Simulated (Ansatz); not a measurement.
# Li3TaO4 (I4/mmm): what size, symmetry and threads cost in G0W0

Aim: time one G0W0 calculation on Li3TaO4 (I4/mmm) in larger cells, without symmetry and on fewer threads.

Program: Ansatz 0.2.0. Level of theory: G0W0 on PBEsol, plane waves, PAW. Results are calculated unless marked as measured.

**1. Starting point**

The structure is tetragonal, space group I4/mmm (No. 139). The conventional cell has a = 4.130 Å, b = 4.130 Å, c = 8.718 Å, α = 90.00°, β = 90.00°, γ = 90.00°. Nearest to Li lie 6 O at 2.06 to 2.42 Å. Li has 6 O at 2.08 to 2.18 Å nearest. Ta has 6 O at 1.94 to 2.06 Å nearest. O has 4 Li at 2.06 to 2.18 Å and 2 Ta at 2.06 Å nearest. Nearest to O lie 1 Ta at 1.94 Å and 5 Li at 2.08 to 2.42 Å. Farther neighbours and most contacts between anions are not listed.

The cell and positions are those that the Materials Project relaxed with its own functionals (PBE, PBE+U or r2SCAN), kept fixed. Spin-orbit coupling is left out unless a step names it. The default PAW set here is soft_2. Its files were made with PBE.

**2. 8 atoms (1×1×1 cells), 4×4×4 mesh**

Now the one-shot GW correction: screening in the RPA, then the self-energy of the levels asked for.

input.yaml

```yaml
crystal:
  lattice:
    - [-2.064795, 2.064795, 4.358979]
    - [2.064795, -2.064795, 4.358979]
    - [2.064795, 2.064795, -4.358979]
  atoms:
    - { symbol: Li, position: [0.5, 0.5, 0.0] }
    - { symbol: Li, position: [0.25, 0.75, 0.5] }
    - { symbol: Li, position: [0.75, 0.25, 0.5] }
    - { symbol: Ta, position: [0.0, 0.0, 0.0] }
    - { symbol: O, position: [0.0, 0.5, 0.5] }
    - { symbol: O, position: [0.777859, 0.777859, 0.0] }
    - { symbol: O, position: [0.5, 0.0, 0.5] }
    - { symbol: O, position: [0.222141, 0.222141, 0.0] }
kpoints:
  mp_grid: { grid: [4, 4, 4] }
hamiltonian:
  xc: pbesol
scf:
  occupations: { method: fixed }
gw:
  n_empty_bands: 78
  ecut_chi: 60.0
  qp_bands: [v1, c1]
  qp_kpoints: band_edges
  screening: { model: contour_deformation }
```

Run with:

```console
$ ansatz run input.yaml --threads 16 --pin off --max-ram 36864MiB --backend cpu --events-out ev --progress --plain --runs-dir out
```

Numbers of over 12 decimals in the logs are rounded to 6 here.

The program printed:

```text
Engine: ansatz 0.2.0, aarch64-unknown-linux-gnu
Pseudopotentials: kind: paw
Pseudopotential: Li, paw, valence charge 3, recommended cutoff 420 eV (normal), Li.paw.azcp
Pseudopotential: Ta, paw, valence charge 13, recommended cutoff 420 eV (normal), Ta.paw.azcp
Pseudopotential: O, paw, valence charge 6, recommended cutoff 420 eV (normal), O.paw.azcp
Functional definition: PBEsol
  exchange = pbesol_x
  correlation = pbesol_c
Crystal: 8 atoms, lattice volume = 74.336 Å³
Basis set: ecut = 420 eV, 1435 PW (Γ)
Bands: 31, of which v1, the nominal top of the filled ones, is band 23 counted from 1 (22 counted from 0)
Symmetry: 16 space group operations
Space group: I4/mmm (ITA 139), of the structure as read, at distance tolerance 4.2e-5 Å
k-points: 13 of 64
Non-local potential: Li, projectors of the file, l = 0: 3, l = 1: 2, l = 2: 1
Non-local potential: Ta, projectors of the file, l = 0: 3, l = 1: 2, l = 2: 2, l = 3: 1
Non-local potential: O, projectors of the file, l = 0: 2, l = 1: 2, l = 2: 1
PAW form: soft (Blöchl's): semilocal exchange-correlation on the pseudo side does not see the compensation charge
PAW frozen core: Ta, regenerated for the run's functional, and the local potential with it (the file was generated under x = pbe(κ = 0.804, μ = 0.219515), c = pbe(β = 0.066725))
PAW frozen core: O, regenerated for the run's functional, and the local potential with it (the file was generated under x = pbe(κ = 0.804, μ = 0.219515), c = pbe(β = 0.066725))
PAW one-centre angular grid: Li, 110 points (default); XC on 64 Gauss nodes
PAW one-centre angular grid: Ta, 590 points (default); XC on 64 Gauss nodes
PAW one-centre angular grid: O, 110 points (default); XC on 64 Gauss nodes
Initial density: superposition of atomic densities (neutral atoms: chi_scale 0, normalization atom), corrected by the library's trained network
Initial wavefunctions: pseudopotential atomic-orbital guess
Functional: x = pbesol(κ = 0.804, μ = 0.123457), c = pbesol(β = 0.046)
SCF iter   1: F=—  HF=-12668.578042 eV  |F-HF|=—  |Δ(HF+E_count)|=         —  Δρ=1.50e-2  dr2=1.34e-1  ethr=1.77e-3  ⟨swp⟩=4.1  Hψ=1532  notcnv=0  defer=63
preconditioner: auto → none  [insulator: Δε(μ)=1.420 eV  Ē_g=13.211 eV  n_scr=14 (ndim 8)  ℏωp=24.4 eV  f_vac=0.000  ε∞_Penn≈4.4]
SCF iter   2: F=—  HF=-12668.560760 eV  |F-HF|=—  |Δ(HF+E_count)|=   1.73e-2  Δρ=1.03e-2  dr2=7.87e-2  ethr=2.91e-4  ⟨swp⟩=2.0  Hψ=742  notcnv=0  defer=71
SCF iter   3: F=—  HF=-12668.542003 eV  |F-HF|=—  |Δ(HF+E_count)|=   1.88e-2  Δρ=1.83e-3  dr2=1.76e-3  ethr=1.71e-4  ⟨swp⟩=2.3  Hψ=564  notcnv=0  defer=74
SCF iter   4: F=—  HF=-12668.541652 eV  |F-HF|=—  |Δ(HF+E_count)|=   3.51e-4  Δρ=8.23e-4  dr2=3.88e-4  ethr=3.82e-6  ⟨swp⟩=2.1  Hψ=578  notcnv=0  defer=74
SCF iter   5: F=—  HF=-12668.541568 eV  |F-HF|=—  |Δ(HF+E_count)|=   8.44e-5  Δρ=3.58e-4  dr2=4.33e-5  ethr=8.43e-7  ⟨swp⟩=2.0  Hψ=521  notcnv=0  defer=49
SCF iter   6: F=—  HF=-12668.541565 eV  |F-HF|=—  |Δ(HF+E_count)|=   2.85e-6  Δρ=8.44e-5  dr2=1.71e-6  ethr=9.41e-8  ⟨swp⟩=2.5  Hψ=642  notcnv=0  defer=36
SCF iter   7: F=-12668.541566 eV  HF=-12668.541566 eV  |F-HF|=4.27e-9  |Δ(HF+E_count)|=   1.04e-6  Δρ=1.06e-5  dr2=4.75e-8  ethr=2.17e-10  ⟨swp⟩=8.4  Hψ=1718  notcnv=0
SCF 1 converged in 7 iterations: F = -12668.541566 eV  dr2 = 4.75e-8
[...]
NSCF: frozen V_eff on 13 k-points
G₀W₀ screening: q 1/13
[... further progress lines ...]
NSCF: frozen V_eff on 1 k-points
NSCF: frozen V_eff on 1 k-points
SCF converged after 7 iterations
Free energy (F): -12668.541566 eV
Harris-Foulkes:  -12668.541566 eV  (|F-HF|=4.27e-9)
Internal energy: -12668.541566 eV  (E = F + TS)
E sigma→0 (E₀):  -12668.541566 eV
Fermi energy:    7.071975 eV
--- Per-component energies (eV) ---
  E_band       = -459.616255
  E_kinetic    = 1129.731805
  E_local      = -2474.113189  (includes V_loc(G=0)·N_el)
  E_nonlocal   = 110.191580
  E_hartree    = 844.188900
  E_xc         = -541.649489
  E_vxc        = -620.963555  (∫ρ·V_xc dr)
  E_paw        = -8940.568726  (= ΣΔE_a)
  E_vpaw       = -292.848294  (= ΣTr[D̂ρ^β])
  E_aug_tail   = 0.010071  (compensation charges beyond the density's cutoff)
  E_ewald      = -2796.687317
  E_core_change = 0.354798  (= ΣΔE_core)
  E_smearing   = -0.000000  (= −TS)
  E_closure    = 0.000000  (closes the sum)
  Σ components = -12668.541566   (vs F -12668.541566, Δ=0.00e0)
--- Band table (eV; the first three rows and the last of 13) ---
  k-point 0: bands = [... 19 lower, 5.1675, 6.9113, 6.9113, 7.0246, 8.6327, 11.1710, 11.1710, 12.5969, ... 4 higher]
  k-point 1: bands = [... 19 lower, 5.8694, 6.0331, 6.6550, 6.9396, 10.6534, 11.7477, 11.8410, 14.8248, ... 4 higher]
  k-point 2: bands = [... 19 lower, 6.1927, 6.5439, 7.0074, 7.0611, 12.3387, 12.3987, 12.5630, 15.0326, ... 4 higher]
  k-point 12: bands = [... 19 lower, 5.4653, 5.5026, 5.5026, 6.6274, 8.6860, 10.9195, 10.9195, 12.5927, ... 4 higher]
--- G₀W₀: contour deformation, 6 samples at zero and on the imaginary axis and 2 off it, 64 q-points, 78 empty bands' worth ---
  eigenvalues of the whole cell's RPA ε∞ on this k-mesh (on a slab, of 1 + 4πα/V) = 4.3758, 4.5443, 4.5443; static W/v taken at q = 0 is 0.222475
  bands read: the sum over 101 bands ends inside a degenerate multiplet in 1 slot, whose members it reads at an even weight; the widest, k=8: bands 101 to 102 (counted from 1) at 1/2 each
  gw.qp_kpoints: band_edges: 12 of 13 stored k-points solved, in 1 pass; an edge of the gap read off the rows below is read off those points alone
    valence top: of the k-points left out ik 11 came nearest to being solved in a further pass, in band 23 (counted from 1, as in the quasiparticle table): it holds the edge there only if its correction is more favourable than any solved in that band by at least 0.547 eV; those differ by 0.185 eV
    conduction bottom: of the k-points left out ik 11 came nearest to being solved in a further pass, in band 24 (counted from 1, as in the quasiparticle table): it holds the edge there only if its correction is more favourable than any solved in that band by at least 2.012 eV; those differ by 0.302 eV
    ik  band        ε_KS         Σx   Σc(E_QP)       V_xc       Z   E_QP_lin       E_QP  E_QP is
     0    23      7.0246   -26.7152     4.9895   -21.2748  0.7580     6.5706     6.5738  root
     0    24      8.6327   -12.0352    -4.3301   -17.6443  0.8098     9.9310     9.9117  root
     1    23      6.9396   -25.2459     4.7121   -20.1054  0.7464     6.5081     6.5113  root
     1    24     10.6534   -13.9082    -4.5206   -19.8788  0.7823    12.1407    12.1034  root
     2    23      7.0611   -25.3941     4.7130   -20.2582  0.7478     6.6353     6.6383  root
     2    24     12.3387   -15.0389    -5.3034   -21.9231  0.7490    13.9936    13.9196  root
     3    23      6.9673   -26.2448     4.9179   -20.8730  0.7538     6.5100     6.5134  root
     3    24      9.8590   -13.5835    -4.2576   -19.2250  0.7925    11.2712    11.2430  root
     4    23      6.8304   -25.5147     4.8688   -20.2136  0.7472     6.3951     6.3982  root
     4    24     11.5521   -14.5622    -4.7398   -20.8333  0.7698    13.1383    13.0835  root
     5    23      6.8861   -26.3742     4.9648   -20.9213  0.7543     6.3941     6.3980  root
     5    24     10.9559   -14.6024    -4.2909   -20.3972  0.7793    12.5012    12.4599  root
     6    23      6.7807   -26.1139     4.9462   -20.6695  0.7538     6.2782     6.2824  root
     6    24     10.6475   -13.9015    -4.5030   -19.8528  0.7827    12.1328    12.0959  root
[...]
9    24      9.8784   -13.6162    -4.2721   -19.2777  0.7922    11.2965    11.2679  root
    10    23      6.7424   -25.6962     4.9557   -20.2960  0.7479     6.2946     6.2980  root
    10    24     11.0065   -14.6370    -4.5757   -20.7207  0.7730    12.5612    12.5145  root
    12    23      6.6274   -26.4393     5.0429   -20.8285  0.7551     6.0539     6.0595  root
    12    24      8.6860   -12.1204    -4.3638   -17.7764  0.8090     9.9983     9.9781  root
```

Run time: 5 s. Hardware: 16 threads of Arm Neoverse V2, shared host; peak memory 0.65 GiB; 53 s of CPU time.

Numbers from this step:

```yaml
bands_summed: 101
rpa_eps_infinity_on_this_mesh_eigenvalues: 4.376, 4.544, 4.544
plane_waves_in_the_screening_matrix: 77
q_points_in_the_mesh: 64
g0w0_gap_on_the_mesh: 3.240 eV
k_of_the_valence_top: 0.25, 0.25, 0.25
k_of_the_conduction_bottom: 0, 0, 0
starting_gap_on_the_mesh: 1.561 eV
z_at_the_valence_top: 0.7490
z_at_the_conduction_bottom: 0.8098
least_direct_g0w0_gap_on_the_computed_points: 3.338 eV
```

The gap on the mesh goes from 1.56 eV to 3.24 eV, a correction of +1.68 eV. Between the two edge states, bare exchange in place of the xc potential would open the gap by 10.81 eV, and correlation takes back 9.13 eV.

**3. No symmetry, 4×4×4 mesh**

input.yaml: that of step 2 with these lines changed.

```diff
@@ -14,2 +14,3 @@
     - { symbol: O, position: [0.222141, 0.222141, 0.0] }
+  symmetry: { detect: false }
 kpoints:
```

The program printed:

```text
[...]
Crystal: 8 atoms, lattice volume = 74.336 Å³
Basis set: ecut = 420 eV, 1435 PW (Γ)
Bands: 31, of which v1, the nominal top of the filled ones, is band 23 counted from 1 (22 counted from 0)
Symmetry: 1 space group operations
k-points: 36 of 64 (time reversal used)
[...]
3    24      9.8590   -13.5835    -4.2576   -19.2250  0.7925    11.2712    11.2430  root
[...]
33    23      7.0611   -25.3941     4.7130   -20.2582  0.7478     6.6353     6.6383  root
    33    24     12.3387   -15.0389    -5.3034   -21.9231  0.7490    13.9936    13.9196  root
    35    23      6.6274   -26.4393     5.0429   -20.8285  0.7551     6.0539     6.0595  root
    35    24      8.6860   -12.1204    -4.3638   -17.7764  0.8090     9.9983     9.9781  root
[key lines of the parts left out:]
SCF converged after 7 iterations
Free energy (F): -12668.541566 eV
Fermi energy:    7.071976 eV
```

Elapsed: 28 s, on 16 threads; peak memory 1.1 GiB; 5.3 min of CPU time.

Numbers from this step:

- bands summed: 101
- RPA ε∞ on this mesh (eigenvalues): 4.376, 4.544, 4.544
- plane waves in the screening matrix: 77
- G0W0 gap on the mesh: 3.240 eV
- k of the valence top: 0.25, 0.25, 0.25
- k of the conduction bottom: 0, 0, 0
- starting gap on the mesh: 1.561 eV
- least direct G0W0 gap on the computed points: 3.338 eV

Against the run with 4×4×4 mesh, 78 empty bands, screening to 60 eV, the gap moves by +0.000 eV.

**4. 1 thread, 4×4×4 mesh**

input.yaml: that of step 3 with these lines changed.

```diff
@@ -14,3 +14,2 @@
     - { symbol: O, position: [0.222141, 0.222141, 0.0] }
-  symmetry: { detect: false }
 kpoints:
```

Run with:

```console
$ ansatz run input.yaml --threads 1 --pin off --max-ram 36864MiB --backend cpu --events-out ev --progress --plain --runs-dir out
```

The program printed:

```text
[...]
Crystal: 8 atoms, lattice volume = 74.336 Å³
Basis set: ecut = 420 eV, 1435 PW (Γ)
Bands: 31, of which v1, the nominal top of the filled ones, is band 23 counted from 1 (22 counted from 0)
Symmetry: 16 space group operations
[...]
k-points: 13 of 64
[...]
3    24      9.8590   -13.5835    -4.2576   -19.2250  0.7925    11.2712    11.2430  root
[...]
10    23      6.7424   -25.6962     4.9557   -20.2960  0.7479     6.2946     6.2980  root
    10    24     11.0065   -14.6370    -4.5757   -20.7207  0.7730    12.5612    12.5145  root
    12    23      6.6274   -26.4393     5.0429   -20.8285  0.7551     6.0539     6.0595  root
    12    24      8.6860   -12.1204    -4.3638   -17.7764  0.8090     9.9983     9.9781  root
[key lines of the parts left out:]
SCF converged after 7 iterations
Free energy (F): -12668.541566 eV
Fermi energy:    7.071975 eV
```

Elapsed: 35 s, on 1 thread; peak memory 0.35 GiB.

This step gave:

* bands summed: 101
* RPA ε∞ on this mesh (eigenvalues): 4.376, 4.544, 4.544
* plane waves in the screening matrix: 77
* G0W0 gap on the mesh: 3.240 eV
* k of the valence top: 0.25, 0.25, 0.25
* k of the conduction bottom: 0, 0, 0
* starting gap on the mesh: 1.561 eV
* least direct G0W0 gap on the computed points: 3.338 eV

Against the run with 4×4×4 mesh, 78 empty bands, screening to 60 eV, the gap moves by +0.000 eV.

**5. 2 threads, 4×4×4 mesh**

input.yaml is that of step 4.

Run with:

```console
$ ansatz run input.yaml --threads 2 --pin off --max-ram 36864MiB --backend cpu --events-out ev --progress --plain --runs-dir out
```

The program printed:

```text
[...]
Crystal: 8 atoms, lattice volume = 74.336 Å³
Basis set: ecut = 420 eV, 1435 PW (Γ)
Bands: 31, of which v1, the nominal top of the filled ones, is band 23 counted from 1 (22 counted from 0)
Symmetry: 16 space group operations
[...]
k-points: 13 of 64
[...]
3    24      9.8590   -13.5835    -4.2576   -19.2250  0.7925    11.2712    11.2430  root
[...]
10    23      6.7424   -25.6962     4.9557   -20.2960  0.7479     6.2946     6.2980  root
    10    24     11.0065   -14.6370    -4.5757   -20.7207  0.7730    12.5612    12.5145  root
    12    23      6.6274   -26.4393     5.0429   -20.8285  0.7551     6.0539     6.0595  root
    12    24      8.6860   -12.1204    -4.3638   -17.7764  0.8090     9.9983     9.9781  root
[key lines of the parts left out:]
SCF converged after 7 iterations
Free energy (F): -12668.541566 eV
Fermi energy:    7.071975 eV
```

The job ended after 19 s (2 threads; peak memory 0.35 GiB).

This step gave:

| Property | Result |
| --- | --- |
| bands summed | 101 |
| RPA ε∞ on this mesh (eigenvalues) | 4.376, 4.544, 4.544 |
| plane waves in the screening matrix | 77 |
| G0W0 gap on the mesh | 3.240 eV |
| k of the valence top | 0.25, 0.25, 0.25 |
| k of the conduction bottom | 0, 0, 0 |
| starting gap on the mesh | 1.561 eV |
| least direct G0W0 gap on the computed points | 3.338 eV |

Against the run with 4×4×4 mesh, 78 empty bands, screening to 60 eV, the gap moves by +0.000 eV.

**6. 4 threads, 4×4×4 mesh**

input.yaml is that of step 5.

Run with:

```console
$ ansatz run input.yaml --threads 4 --pin off --max-ram 36864MiB --backend cpu --events-out ev --progress --plain --runs-dir out
```

The program printed:

```text
[...]
Crystal: 8 atoms, lattice volume = 74.336 Å³
Basis set: ecut = 420 eV, 1435 PW (Γ)
Bands: 31, of which v1, the nominal top of the filled ones, is band 23 counted from 1 (22 counted from 0)
Symmetry: 16 space group operations
[...]
k-points: 13 of 64
[...]
3    24      9.8590   -13.5835    -4.2576   -19.2250  0.7925    11.2712    11.2430  root
[...]
10    23      6.7424   -25.6962     4.9557   -20.2960  0.7479     6.2946     6.2980  root
    10    24     11.0065   -14.6370    -4.5757   -20.7207  0.7730    12.5612    12.5145  root
    12    23      6.6274   -26.4393     5.0429   -20.8285  0.7551     6.0539     6.0595  root
    12    24      8.6860   -12.1204    -4.3638   -17.7764  0.8090     9.9983     9.9781  root
[key lines of the parts left out:]
SCF converged after 7 iterations
Free energy (F): -12668.541566 eV
Fermi energy:    7.071975 eV
```

It took 11 s on 4 threads; peak memory 0.4 GiB.

(Unchanged from step 5.)

Against the run with 4×4×4 mesh, 78 empty bands, screening to 60 eV, the gap moves by +0.000 eV.

**7. 8 threads, 4×4×4 mesh**

input.yaml is that of step 6.

Run with:

```console
$ ansatz run input.yaml --threads 8 --pin off --max-ram 36864MiB --backend cpu --events-out ev --progress --plain --runs-dir out
```

The program printed:

```text
[...]
Crystal: 8 atoms, lattice volume = 74.336 Å³
Basis set: ecut = 420 eV, 1435 PW (Γ)
Bands: 31, of which v1, the nominal top of the filled ones, is band 23 counted from 1 (22 counted from 0)
Symmetry: 16 space group operations
[...]
k-points: 13 of 64
[...]
3    24      9.8590   -13.5835    -4.2576   -19.2250  0.7925    11.2712    11.2430  root
[...]
10    23      6.7424   -25.6962     4.9557   -20.2960  0.7479     6.2946     6.2980  root
    10    24     11.0065   -14.6370    -4.5757   -20.7207  0.7730    12.5612    12.5145  root
    12    23      6.6274   -26.4393     5.0429   -20.8285  0.7551     6.0539     6.0595  root
    12    24      8.6860   -12.1204    -4.3638   -17.7764  0.8090     9.9983     9.9781  root
[key lines of the parts left out:]
SCF converged after 7 iterations
Free energy (F): -12668.541566 eV
Fermi energy:    7.071975 eV
```

It took 6.7 s on 8 threads; peak memory 0.51 GiB; 43 s of CPU time.

(Unchanged from step 5.)

Against the run with 4×4×4 mesh, 78 empty bands, screening to 60 eV, the gap moves by +0.000 eV.

**8. 16 atoms (2×1×1 cells), 2×4×4 mesh**

input.yaml

```yaml
crystal:
  lattice:
    - [-4.12959, 4.12959, 8.717958]
    - [2.064795, -2.064795, 4.358979]
    - [2.064795, 2.064795, -4.358979]
  atoms:
    - { symbol: Li, position: [0.25, 0.5, 0.0] }
    - { symbol: Li, position: [0.125, 0.75, 0.5] }
    - { symbol: Li, position: [0.375, 0.25, 0.5] }
    - { symbol: Ta, position: [0.0, 0.0, 0.0] }
    - { symbol: O, position: [0.0, 0.5, 0.5] }
    - { symbol: O, position: [0.3889295, 0.777859, 0.0] }
    - { symbol: O, position: [0.25, 0.0, 0.5] }
    - { symbol: O, position: [0.1110705, 0.222141, 0.0] }
    - { symbol: Li, position: [0.75, 0.5, 0.0] }
    - { symbol: Li, position: [0.625, 0.75, 0.5] }
    - { symbol: Li, position: [0.875, 0.25, 0.5] }
    - { symbol: Ta, position: [0.5, 0.0, 0.0] }
    - { symbol: O, position: [0.5, 0.5, 0.5] }
    - { symbol: O, position: [0.8889295, 0.777859, 0.0] }
    - { symbol: O, position: [0.75, 0.0, 0.5] }
    - { symbol: O, position: [0.6110705, 0.222141, 0.0] }
kpoints:
  mp_grid: { grid: [2, 4, 4] }
hamiltonian:
  xc: pbesol
scf:
  occupations: { method: fixed }
gw:
  n_empty_bands: 156
  ecut_chi: 60.0
  qp_bands: [v1, c1]
  qp_kpoints: band_edges
  screening: { model: contour_deformation }
```

Run with:

```console
$ ansatz run input.yaml --threads 16 --pin off --max-ram 36864MiB --backend cpu --events-out ev --progress --plain --runs-dir out
```

The program printed:

```text
[...]
Crystal: 16 atoms, lattice volume = 148.672 Å³
Basis set: ecut = 420 eV, 2889 PW (Γ)
Bands: 62, of which v1, the nominal top of the filled ones, is band 46 counted from 1 (45 counted from 0)
Symmetry: 8 space group operations
[...]
k-points: 14 of 32
[...]
3    47      9.8591   -13.5834    -4.2579   -19.2250  0.7925    11.2709    11.2428  root
[...]
12    46      6.7423   -25.6962     4.9560   -20.2960  0.7479     6.2949     6.2982  root
    12    47      8.6593   -12.0771    -4.3469   -17.7093  0.8094     9.9643     9.9446  root
    13    46      6.7304   -25.6682     4.8449   -20.3319  0.7517     6.2349     6.2391  root
    13    47      9.8785   -13.6161    -4.2720   -19.2777  0.7922    11.2967    11.2681  root
[key lines of the parts left out:]
SCF converged after 7 iterations
Free energy (F): -25337.083132 eV
Fermi energy:    7.071921 eV
```

Wall time 22 s (16 threads); peak memory 1.9 GiB.

Numbers from this step:

```yaml
bands_summed: 202
rpa_eps_infinity_on_this_mesh_eigenvalues: 4.376, 4.544, 4.544
plane_waves_in_the_screening_matrix: 157
g0w0_gap_on_the_mesh: 3.240 eV
k_of_the_valence_top: -0.5, 0.25, 0.25
k_of_the_conduction_bottom: 0, 0, 0
starting_gap_on_the_mesh: 1.561 eV
least_direct_g0w0_gap_on_the_computed_points: 3.338 eV
```

The gap on the mesh goes from 1.56 eV to 3.24 eV, a correction of +1.68 eV. Between the two edge states, bare exchange in place of the xc potential would open the gap by 10.81 eV, and correlation takes back 9.13 eV.

(Part 1 of 2 ends here.)

[Paths, hosts, dates, memory and timing lines, banners, echoed tables and standing remarks are left out of the program output.]

[Logs are printed without paths, hosts, clocks, repeated set-up lines and the standing remarks that a program may print on its own settings, such as how far it seeks lower states.]

[Runs of the session that timed out or met a known fault of the program may be left out.]

[Cells called generated may have been cut or substituted from an entry of the Crystallography Open Database or the Materials Project.]

[Hosts, paths, dates, database ids (printed as entryN), source tags and the programs' standing remarks are cut or masked in the printed files.]
